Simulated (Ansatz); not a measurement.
# Be4Bi2O (built on the sites of a database entry of Ca4Bi2O): following an unstable mode, part 2 of 2

Wanted: the energy along a soft mode of Be4Bi2O (built on the sites of a database entry of Ca4Bi2O) and the structure at the end.

Ansatz 0.2.0; DFT PBEsol, scalar-relativistic, plane waves, PAW.

So far, highest frequency on the path or at a solved wavevector (cm⁻¹): step 2 (the dispersion) 957. Also lowest frequency on the path (cm⁻¹): step 2 -443.

The structure was built from a prototype and need not be the compound's stable phase.

## 4. The mode frozen in, largest atomic shift 0.32 Å

The atoms are moved along the unstable eigenvector, the largest shift by 0.32 Å, with the cell fixed.

Input file input.yaml:

```yaml
crystal:
  lattice:
    - [0.0, -4.1514993781, 0.0]
    - [-4.1514993781, 0.0, 0.0]
    - [0.0, 0.0, -11.9653715001]
  atoms:
    - { symbol: Be, position: [0.5198301469, 0.5198301469, 0.1300777574] }
    - { symbol: Be, position: [0.9801698531, 0.9801698531, 0.6300777574] }
    - { symbol: Be, position: [0.502900296, 0.0770260011, 0.0] }
    - { symbol: Be, position: [-0.002900296, 0.4229739989, 0.5] }
    - { symbol: Be, position: [0.5198301469, 0.5198301469, 0.8699222426] }
    - { symbol: Be, position: [0.9801698531, 0.9801698531, 0.3699222426] }
    - { symbol: Be, position: [0.0770260011, 0.502900296, 0.0] }
    - { symbol: Be, position: [0.4229739989, -0.002900296, 0.5] }
    - { symbol: Bi, position: [-0.0004713651, -0.0004713651, 0.8476476792] }
    - { symbol: Bi, position: [0.5004713651, 0.5004713651, 0.3476476792] }
    - { symbol: Bi, position: [0.5004713651, 0.5004713651, 0.6523523208] }
    - { symbol: Bi, position: [0.9995286349, 0.9995286349, 0.1523523208] }
    - { symbol: O, position: [0.4494023609, 0.4494023609, 0.0] }
    - { symbol: O, position: [1.0505976391, 1.0505976391, 0.5] }
kpoints:
  mp_grid: { grid: [8, 8, 4] }
hamiltonian:
  xc: pbesol
scf:
  occupations: { method: methfessel_paxton, width: 0.2 }
output:
  forces: true
  stress: true
  eigenvalues: true
```

Run with:

```console
$ ansatz run input.yaml --threads 8 --pin off --max-ram 14336MiB --backend cpu --events-out ev --progress --plain --runs-dir out
```

Numbers of over 12 decimals in the logs are rounded to 6 here.

The program printed:

```text
[...]
Crystal: 14 atoms, lattice volume = 206.223 Å³
Basis set: ecut = 420 eV, 4007 PW (Γ), exchange–correlation on 60×60×160 points (8 copies of the dense FFT grid, shifted against one another)
Bands: 58, of which v1, the nominal top of the filled ones, is band 44 counted from 1 (43 counted from 0)
Symmetry: 8 space group operations
[...]
k-points: 63 of 256
[...]
k-point 0: bands = [... 40 lower, 9.3593, 10.0391, 10.0900, 10.3949, 10.5967, 10.7565, 10.7696, 11.4327, ... 10 higher]
  k-point 1: bands = [... 40 lower, 9.4540, 9.9597, 10.0925, 10.3388, 10.7651, 10.7808, 11.0572, 11.5771, ... 10 higher]
  k-point 2: bands = [... 40 lower, 9.6914, 9.6914, 10.2120, 10.2120, 10.7807, 10.7807, 11.7792, 11.7792, ... 10 higher]
  k-point 62: bands = [... 40 lower, 7.4852, 7.4852, 8.2142, 8.2142, 11.6698, 11.6698, 11.8990, 11.8990, ... 10 higher]
[key lines of the parts left out:]
SCF converged after 7 iterations
Free energy (F): -50809.445340 eV
Fermi energy:    10.866375 eV
P = ⅓ Tr σ = 3.2524 GPa (32.524 kbar)
```

Elapsed: 4.7 s, on 8 threads of AMD EPYC 7R43, shared host; peak memory 1.3 GiB; 35 s of CPU time.

Numbers from this step:

- pressure: 3.252 GPa
- energy from the undistorted cell: -71.69 meV/atom

The energy, extrapolated to zero smearing, is -71.69 meV/atom against the undistorted cell.

The run ends at a pressure of 3.25 GPa, with forces up to 0.83 eV/Å.

## 5. Energy along the mode, all amplitudes (two of the runs are shown above)

An imaginary frequency means negative curvature, so the energy should fall and then rise again as anharmonic terms take over.

Numbers from this step:

| Quantity | Value |
| --- | --- |
| depth at the lowest point sampled | 71.69 meV/atom |
| largest atomic shift at that point | 0.32 Å |

Table of energy from the parent by largest atomic shift:

```csv
largest atomic shift (Å),energy from the parent (meV/atom)
0.000,0
0.040,-2.81
0.080,-10.9
0.140,-30.6
0.220,-61.0
0.320,-71.7
0.450,76.2
```

Displacement at unit largest shift by atom:

```
atom   x (Å)   y (Å)  z (Å)   size
 Be1  -0.257  -0.257  0.000  0.363
 Be2   0.257   0.257  0.000  0.363
 Be3  -0.999  -0.038  0.000  1.000
 Be4   0.999   0.038  0.000  1.000
 Be5  -0.257  -0.257  0.000  0.363
 Be6   0.257   0.257  0.000  0.363
 Be7  -0.038  -0.999  0.000  1.000
 Be8   0.038   0.999  0.000  1.000
 Bi9   0.006   0.006  0.000  0.008
Bi10  -0.006  -0.006  0.000  0.008
Bi11  -0.006  -0.006  0.000  0.008
Bi12   0.006   0.006  0.000  0.008
 O13   0.656   0.656  0.000  0.928
 O14  -0.656  -0.656  0.000  0.928
```

The lowest of the steps tried is at 0.32 Å, 71.7 meV/atom below the parent; the bottom of the well need not coincide with a step.

## 6. Relaxation from the frozen mode

Starting from the lowest point found, all atoms and the cell are let go, so that strain and other modes of the same symmetry can join in.

Edit input.yaml of step 4 so:

```diff
@@ -30 +30,6 @@
   eigenvalues: true
+relax:
+  adjacent_minimum: "off"
+  f_tol: 0.002
+  max_steps: 120
+  cell: { stress_tol: 0.03 }
```

The program printed:

```text
[...]
Crystal: 14 atoms, lattice volume = 206.223 Å³
Basis set: ecut = 420 eV, 4007 PW (Γ), exchange–correlation on 60×60×160 points (8 copies of the dense FFT grid, shifted against one another)
Bands: 58, of which v1, the nominal top of the filled ones, is band 44 counted from 1 (43 counted from 0)
Symmetry: 8 space group operations
[...]
k-points: 63 of 256
[...]
SCF iter   1: F=—  HF=-50809.492511 eV  |F-HF|=—  |Δ(HF+E_count)|=         —  Δρ=8.17e-3  dr2=1.68e-1  ethr=1.77e-3  ⟨swp⟩=11.0  Hψ=20927  notcnv=0
[...]
SCF iter   7: F=-50809.445340 eV  HF=-50809.445340 eV  |F-HF|=2.55e-8  |Δ(HF+E_count)|=   2.10e-7  S|Δr|=    0.00e0  Δρ=4.44e-6  dr2=5.77e-8  ethr=1.14e-10  ⟨swp⟩=11.5  Hψ=18463  notcnv=0
SCF 1 converged in 7 iterations: F = -50809.445340 eV  dr2 = 5.77e-8
[...]
relax step   1: F+E_penalty+E_count = -50809.44534035 eV  Δ(F+E_penalty+E_count) = +0.000e0 eV  max|allowed force component| = 7.976e-1 eV/Å  Δτ_max = 0.0000 Å  P = +3.252 GPa  Ω = 206.223 Å³  (7 SCF iters, dr2 threshold 1.00e-7 eV, accepted)
Crystal: 14 atoms, lattice volume = 220.069 Å³
Basis set: ecut = 420 eV, 4311 PW (Γ), exchange–correlation on 60×60×160 points (8 copies of the dense FFT grid, shifted against one another)
[...]
SCF iter   7: F=-50809.951789 eV  HF=-50809.951789 eV  |F-HF|=2.76e-7  |Δ(HF+E_count)|=   6.11e-7  S|Δr|=    0.00e0  Δρ=1.30e-5  dr2=6.73e-7  ethr=1.59e-9  ⟨swp⟩=8.8  Hψ=17450  notcnv=0
SCF 2 converged in 7 iterations: F = -50809.951789 eV  dr2 = 6.73e-7
[...]
relax step   2: F+E_penalty+E_count = -50809.95178880 eV  Δ(F+E_penalty+E_count) = -5.064e-1 eV  max|allowed force component| = 4.659e-1 eV/Å  Δτ_max = 0.1884 Å  P = +0.018 GPa  Ω = 220.069 Å³  energy of the carried Pulay correction = -1.176e-2 eV  (7 SCF iters, dr2 threshold 1.40e-6 eV, accepted)
Crystal: 14 atoms, lattice volume = 221.141 Å³
Basis set: ecut = 420 eV, 4303 PW (Γ), exchange–correlation on 60×60×160 points (8 copies of the dense FFT grid, shifted against one another)
[...]
SCF iter   6: F=-50810.398926 eV  HF=-50810.398926 eV  |F-HF|=6.58e-7  |Δ(HF+E_count)|=   2.75e-6  S|Δr|=    0.00e0  Δρ=1.62e-5  dr2=1.38e-6  ethr=1.59e-9  ⟨swp⟩=6.3  Hψ=18105  notcnv=0
SCF 3 converged in 6 iterations: F = -50810.398926 eV  dr2 = 1.38e-6
relax step   3: F+E_penalty+E_count = -50810.39892577 eV  Δ(F+E_penalty+E_count) = -4.471e-1 eV  max|allowed force component| = 4.511e-1 eV/Å  Δτ_max = 0.1700 Å  P = -0.326 GPa  Ω = 221.141 Å³  energy of the carried Pulay correction = -1.264e-2 eV  (6 SCF iters, dr2 threshold 1.40e-6 eV, accepted)
[... from here on, the SCF cycles and remarks between the steps are left out ...]
relax step   4: F+E_penalty+E_count = -50810.98014210 eV  Δ(F+E_penalty+E_count) = -5.812e-1 eV  max|allowed force component| = 3.272e-1 eV/Å  Δτ_max = 0.1953 Å  P = -1.265 GPa  Ω = 218.955 Å³  energy of the carried Pulay correction = -1.084e-2 eV  (6 SCF iters, dr2 threshold 1.40e-6 eV, accepted)
relax step   5: F+E_penalty+E_count = -50811.19331625 eV  Δ(F+E_penalty+E_count) = -2.132e-1 eV  max|allowed force component| = 5.736e-1 eV/Å  Δτ_max = 0.1574 Å  P = +1.400 GPa  Ω = 214.104 Å³  energy of the carried Pulay correction = -6.789e-3 eV  (7 SCF iters, dr2 threshold 1.40e-6 eV, accepted)
relax step   6: F+E_penalty+E_count = -50811.22565975 eV  Δ(F+E_penalty+E_count) = -3.234e-2 eV  max|allowed force component| = 3.221e-1 eV/Å  Δτ_max = 0.0882 Å  P = -0.053 GPa  Ω = 212.354 Å³  energy of the carried Pulay correction = -5.303e-3 eV  (6 SCF iters, dr2 threshold 1.40e-6 eV, accepted)
relax step   7: F+E_penalty+E_count = -50811.29013657 eV  Δ(F+E_penalty+E_count) = -6.448e-2 eV  max|allowed force component| = 1.367e-1 eV/Å  Δτ_max = 0.1128 Å  P = -0.387 GPa  Ω = 214.755 Å³  energy of the carried Pulay correction = -7.338e-3 eV  (6 SCF iters, dr2 threshold 1.40e-6 eV, accepted)
relax step   8: F+E_penalty+E_count = -50811.30598371 eV  Δ(F+E_penalty+E_count) = -1.585e-2 eV  max|allowed force component| = 4.931e-2 eV/Å  Δτ_max = 0.0579 Å  P = +0.796 GPa  Ω = 210.549 Å³  energy of the carried Pulay correction = -3.758e-3 eV  (6 SCF iters, dr2 threshold 1.17e-6 eV, accepted)
relax step   9: F+E_penalty+E_count = -50811.31391507 eV  Δ(F+E_penalty+E_count) = -7.931e-3 eV  max|allowed force component| = 5.581e-2 eV/Å  Δτ_max = 0.0399 Å  P = +0.035 GPa  Ω = 212.230 Å³  energy of the carried Pulay correction = -5.197e-3 eV  (6 SCF iters, dr2 threshold 1.40e-6 eV, accepted)
relax step  10: F+E_penalty+E_count = -50811.31317745 eV  Δ(F+E_penalty+E_count) = +7.376e-4 eV  max|allowed force component| = 6.094e-2 eV/Å  Δτ_max = 0.0202 Å  P = -0.182 GPa  Ω = 212.926 Å³  energy of the carried Pulay correction = -5.790e-3 eV  (6 SCF iters, dr2 threshold 1.96e-7 eV, rejected (line search))
relax step  11: F+E_penalty+E_count = -50811.31528172 eV  Δ(F+E_penalty+E_count) = -1.367e-3 eV  max|allowed force component| = 3.437e-2 eV/Å  Δτ_max = 0.0101 Å  P = -0.046 GPa  Ω = 212.466 Å³  energy of the carried Pulay correction = -5.398e-3 eV  (9 SCF iters, accepted)
relax step  12: F+E_penalty+E_count = -50811.31588970 eV  Δ(F+E_penalty+E_count) = -6.080e-4 eV  max|allowed force component| = 8.516e-3 eV/Å  Δτ_max = 0.0114 Å  P = -0.015 GPa  Ω = 212.416 Å³  energy of the carried Pulay correction = -5.356e-3 eV  (6 SCF iters, dr2 threshold 7.38e-8 eV, accepted)
relax step  13: F+E_penalty+E_count = -50811.31591905 eV  Δ(F+E_penalty+E_count) = -2.935e-5 eV  max|allowed force component| = 4.627e-3 eV/Å  Δτ_max = 0.0019 Å  P = -0.017 GPa  Ω = 212.466 Å³  energy of the carried Pulay correction = -5.398e-3 eV  (5 SCF iters, dr2 threshold 8.57e-9 eV, accepted)
relax step  14: F+E_penalty+E_count = -50811.31596919 eV  Δ(F+E_penalty+E_count) = -5.014e-5 eV  max|allowed force component| = 2.191e-3 eV/Å  Δτ_max = 0.0030 Å  P = +0.005 GPa  Ω = 212.454 Å³  energy of the carried Pulay correction = -5.388e-3 eV  (5 SCF iters, dr2 threshold 7.67e-9 eV, accepted)
relax step  15: F+E_penalty+E_count = -50811.31594371 eV  Δ(F+E_penalty+E_count) = +2.547e-5 eV  max|allowed force component| = 1.166e-3 eV/Å  Δτ_max = 0.0008 Å  P = -0.009 GPa  Ω = 212.490 Å³  energy of the carried Pulay correction = -5.419e-3 eV  (6 SCF iters, dr2 threshold 3.00e-10 eV, accepted)
relax step  16: F+E_penalty+E_count = -50811.34570734 eV  Δ(F+E_penalty+E_count) = -2.976e-2 eV  max|allowed force component| = 2.691e-3 eV/Å  Δτ_max = 0.0000 Å  P = +0.182 GPa  Ω = 212.490 Å³  stress off target by 4.52e-1 GPa  SCF on the basis re-selected at this cell (its energy is not comparable with the rows above)  (7 SCF iters)
relax step  17: F+E_penalty+E_count = -50811.34649873 eV  Δ(F+E_penalty+E_count) = -7.914e-4 eV  max|allowed force component| = 5.093e-3 eV/Å  Δτ_max = 0.0044 Å  P = +0.062 GPa  Ω = 212.796 Å³  energy of the carried Pulay correction = -2.528e-4 eV  (5 SCF iters, dr2 threshold 5.11e-7 eV, accepted)
relax step  18: F+E_penalty+E_count = -50811.34644467 eV  Δ(F+E_penalty+E_count) = +5.406e-5 eV  max|allowed force component| = 2.719e-3 eV/Å  Δτ_max = 0.0012 Å  P = +0.005 GPa  Ω = 212.959 Å³  energy of the carried Pulay correction = -3.919e-4 eV  (5 SCF iters, dr2 threshold 3.74e-8 eV, accepted)
relax step  19: F+E_penalty+E_count = -50811.34644581 eV  Δ(F+E_penalty+E_count) = -1.135e-6 eV  max|allowed force component| = 5.557e-4 eV/Å  Δτ_max = 0.0003 Å  P = +0.001 GPa  Ω = 212.959 Å³  energy of the carried Pulay correction = -3.919e-4 eV  (5 SCF iters, dr2 threshold 4.62e-10 eV, accepted)
[...]
SCF iter   5: F=-50811.346825 eV  HF=-50811.346825 eV  |F-HF|=5.09e-11  |Δ(HF+E_count)|=   4.26e-9  S|Δr|=    0.00e0  Δρ=2.33e-7  dr2=2.68e-11  ethr=1.00e-12  ⟨swp⟩=6.1  Hψ=17199  notcnv=0
SCF 20 converged in 5 iterations: F = -50811.346825 eV  dr2 = 2.68e-11
relax step  20: F+E_penalty+E_count = -50811.34682544 eV  Δ(F+E_penalty+E_count) = -3.796e-4 eV  max|allowed force component| = 5.772e-4 eV/Å  Δτ_max = 0.0000 Å  P = +0.002 GPa  Ω = 212.959 Å³  stress off target by 6.55e-3 GPa  SCF on the basis re-selected at this cell (its energy is not comparable with the rows above)  (5 SCF iters)
[...]
SCF converged after 5 iterations
[...]
Free energy (F): -50811.346825 eV
[...]
Internal energy: -50811.350248 eV  (E = F + TS)
E sigma→0 (E₀):  -50811.347681 eV
Entropy (-TS):   0.003422 eV (0.244 meV/atom)
Fermi energy:    9.948260 eV
[...]
--- Forces (eV/Å), atoms counted from 1 ---
  atom   1  Be     0.00002736     0.00002736     0.00050855
  atom   2  Be    -0.00002736    -0.00002736     0.00050855
  atom   3  Be     0.00057720     0.00016634     0.00000000
  atom   4  Be    -0.00057720    -0.00016634     0.00000000
  atom   5  Be     0.00002736     0.00002736    -0.00050855
  atom   6  Be    -0.00002736    -0.00002736    -0.00050855
  atom   7  Be     0.00016634     0.00057720     0.00000000
  atom   8  Be    -0.00016634    -0.00057720     0.00000000
  atom   9  Bi    -0.00018272    -0.00018272    -0.00029342
  atom  10  Bi     0.00018272     0.00018272    -0.00029342
  atom  11  Bi     0.00018272     0.00018272     0.00029342
  atom  12  Bi    -0.00018272    -0.00018272     0.00029342
  atom  13  O     -0.00052409    -0.00052409     0.00000000
  atom  14  O      0.00052409     0.00052409     0.00000000
  max |Σ_I F_I| component: 5.55e-17 eV/Å
--- Stress (GPa, compression-positive) ---
        0.003421       0.003126       0.000000
        0.003126       0.003421       0.000000
        0.000000       0.000000      -0.001257
  P = ⅓ Tr σ = 0.0019 GPa (0.019 kbar)
--- Band table (eV; the first three rows and the last of 63) ---
  k-point 0: bands = [... 40 lower, 8.4719, 8.6311, 9.0608, 9.9121, 10.0634, 10.3549, 10.6308, 10.6351, ... 10 higher]
  k-point 1: bands = [... 40 lower, 8.2917, 8.9234, 8.9670, 10.0030, 10.2387, 10.2721, 10.4154, 10.7562, ... 10 higher]
  k-point 2: bands = [... 40 lower, 8.6208, 8.6208, 9.5920, 9.5920, 10.2460, 10.2460, 10.5874, 10.5874, ... 10 higher]
  k-point 62: bands = [... 40 lower, 7.3154, 7.3154, 8.2244, 8.2244, 10.4740, 10.4740, 12.0630, 12.0630, ... 10 higher]
--- Relaxed structure (18 steps of the walk, 17 accepted, 2 SCFs on fresh bases) ---
  F+E_penalty+E_count = -50811.34682544 eV   max|allowed force component| = 5.772e-4 eV/Å   (the final SCF, on the basis selected at the relaxed cell)
  cell:  # Å, volume = 212.9587 Å³
    - [-0.171470, -4.404306, 0.0]
    - [-4.404306, -0.171470, 0.0]
    - [0.0, 0.0, -10.995100]
  atoms:
    - { symbol: Be, position: [0.619448, 0.619448, 0.106975] }
    - { symbol: Be, position: [0.880552, 0.880552, 0.606975] }
    - { symbol: Be, position: [0.523786, 0.087361, 1.5614330672590241e-19] }
    - { symbol: Be, position: [-0.023786, 0.412639, 0.5] }
    - { symbol: Be, position: [0.619448, 0.619448, 0.893025] }
    - { symbol: Be, position: [0.880552, 0.880552, 0.393025] }
    - { symbol: Be, position: [0.087361, 0.523786, 1.5614330672590241e-19] }
    - { symbol: Be, position: [0.412639, -0.023786, 0.5] }
    - { symbol: Bi, position: [0.014285, 0.014285, 0.832508] }
    - { symbol: Bi, position: [0.485715, 0.485715, 0.332508] }
    - { symbol: Bi, position: [0.485715, 0.485715, 0.667492] }
    - { symbol: Bi, position: [1.014285, 1.014285, 0.167492] }
    - { symbol: O, position: [0.443275, 0.443275, 1.5614330672590241e-19] }
    - { symbol: O, position: [1.056725, 1.056725, 0.5] }
```

It took 1.9 min on 8 threads; peak memory 1.3 GiB; 15 min of CPU time.

The steps of the relaxation:

| step | energy less that of the first step (eV) | largest force component (eV/Å) | pressure (GPa) | volume (Å³) |
| --- | --- | --- | --- | --- |
| 1 | 0.0000 | 0.7976 | 3.25 | 206.22 |
| 2 | -0.5064 | 0.4659 | 0.02 | 220.07 |
| 3 | -0.9536 | 0.4511 | -0.33 | 221.14 |
| 4 | -1.5348 | 0.3272 | -1.27 | 218.95 |
| 5 | -1.7480 | 0.5736 | 1.40 | 214.10 |
| 6 | -1.7803 | 0.3221 | -0.05 | 212.35 |
| 7 | -1.8448 | 0.1367 | -0.39 | 214.76 |
| 8 | -1.8606 | 0.0493 | 0.80 | 210.55 |
| 9 | -1.8686 | 0.0558 | 0.03 | 212.23 |
| 10 | -1.8678 | 0.0609 | -0.18 | 212.93 |
| 11 | -1.8699 | 0.0344 | -0.05 | 212.47 |
| 12 | -1.8705 | 0.0085 | -0.01 | 212.42 |
| 13 | -1.8706 | 0.0046 | -0.02 | 212.47 |
| 14 | -1.8706 | 0.0022 | 0.00 | 212.45 |
| 15 | -1.8706 | 0.0012 | -0.01 | 212.49 |
| 16* | -1.9004 | 0.0027 | 0.18 | 212.49 |
| 17 | -1.9012 | 0.0051 | 0.06 | 212.80 |
| 18 | -1.9011 | 0.0027 | 0.00 | 212.96 |
| 19 | -1.9011 | 0.0006 | 0.00 | 212.96 |
| 20* | -1.9015 | 0.0006 | 0.00 | 212.96 |

Relaxation steps marked * repeat the geometry before them on a plane-wave basis chosen anew for their cell, so energy and pressure can jump there. Relaxation step 10 was tried and not accepted.

The run keeps the 8 symmetry operations that it works with, so distortions that break them were not tested.

```csv
"conventional cell, symmetrised",before,after,change
a (Å),5.871,5.986,+2.0 %
b (Å),5.871,6.471,+10.2 %
c (Å),11.965,10.995,-8.1 %
volume (Å³/atom),14.73,15.21,+3.3 %
```

The atoms that moved most (Å, as changes of fractional coordinates times the final cell):

| atom | dx | dy | dz | length |
| --- | --- | --- | --- | --- |
| Be2 | 0.456 | 0.456 | 0.254 | 0.693 |
| Be6 | 0.456 | 0.456 | -0.254 | 0.693 |
| Be1 | -0.456 | -0.456 | 0.254 | 0.693 |
| Be5 | -0.456 | -0.456 | -0.254 | 0.693 |
| Bi11 | 0.068 | 0.068 | -0.166 | 0.192 |
| Bi10 | 0.068 | 0.068 | 0.166 | 0.192 |
| Bi12 | -0.068 | -0.068 | -0.166 | 0.192 |
| Bi9 | -0.068 | -0.068 | 0.166 | 0.192 |

The relaxed structure:

```xyz
14
Lattice="-0.1715 -4.4043 0.0000 -4.4043 -0.1715 0.0000 0.0000 0.0000 -10.9951" Properties=species:S:1:pos:R:3 pbc="T T T"
Be   -2.8345   -2.8345   -1.1762
Be   -4.0292   -4.0292   -6.6737
Be   -0.4746   -2.3219    0.0000
Be   -1.8133    0.0340   -5.4975
Be   -2.8345   -2.8345   -9.8189
Be   -4.0292   -4.0292   -4.3214
Be   -2.3219   -0.4746    0.0000
Be    0.0340   -1.8133   -5.4975
Bi   -0.0654   -0.0654   -9.1535
Bi   -2.2225   -2.2225   -3.6560
Bi   -2.2225   -2.2225   -7.3391
Bi   -4.6411   -4.6411   -1.8416
O    -2.0283   -2.0283    0.0000
O    -4.8353   -4.8353   -5.4975
```

Numbers from this step:

```
pressure        : 0.001862 GPa
volume per atom : 15.21 Å³
```

The distorted start has space group Cmcm; the relaxation ends in Cmcm.

## 7. Results

```yaml
unstable_mode_of_the_parent: q = (-0.5, -0.5, -0.5), 443i cm⁻¹
depth_at_the_lowest_point_sampled: 71.7 meV/atom
largest_atomic_shift_at_that_point: 0.32 Å
space_group_reached_within_0p01_a: Cmcm
energy_gained_over_the_parent_first_relaxation_on_the_mesh_of_the_frozen_mode: 207 meV/atom
volume_per_atom_phase_reached: 15.2 Å³
```

What this shows: Along this mode the structure falls into Cmcm, 207 meV/atom below the parent. At the parent's cell the well is 71.69 meV/atom deep on the steps tried, with its lowest point at a shift of 0.32 Å. Relaxing atoms and cell changes the gain by +135.76 meV/atom against the lowest step (energies at zero smearing). Most of the total comes from this relaxation. The modes of the phase reached were not computed on this path. Of the 5 patterns followed to their end from this parent, this one ends 45.8 meV/atom above the lowest, P2_1/m. Each path keeps the symmetry of its pattern, so a lower phase may lie along a pattern not tried. The q mesh stands for a supercell only 8.3 Å across, so branches between the solved wavevectors are rough. With no gap, or one that is small against the smearing, the frequencies hang on the k mesh and the smearing, most of all near Kohn anomalies. Spin-orbit coupling is left out, which can matter for the heavy elements here. A phonon run warned that its eigensolver left some bands unconverged in a pass. The starting cell was built on a prototype and not taken from a measurement, so the phase need not exist.

[Logs are printed without paths, hosts, clocks, repeated set-up lines and the standing remarks that a program may print on its own settings, such as how far it seeks lower states.]

[Hosts, paths, dates, database ids (printed as entryN), source tags and the programs' standing remarks are cut or masked in the printed files.]
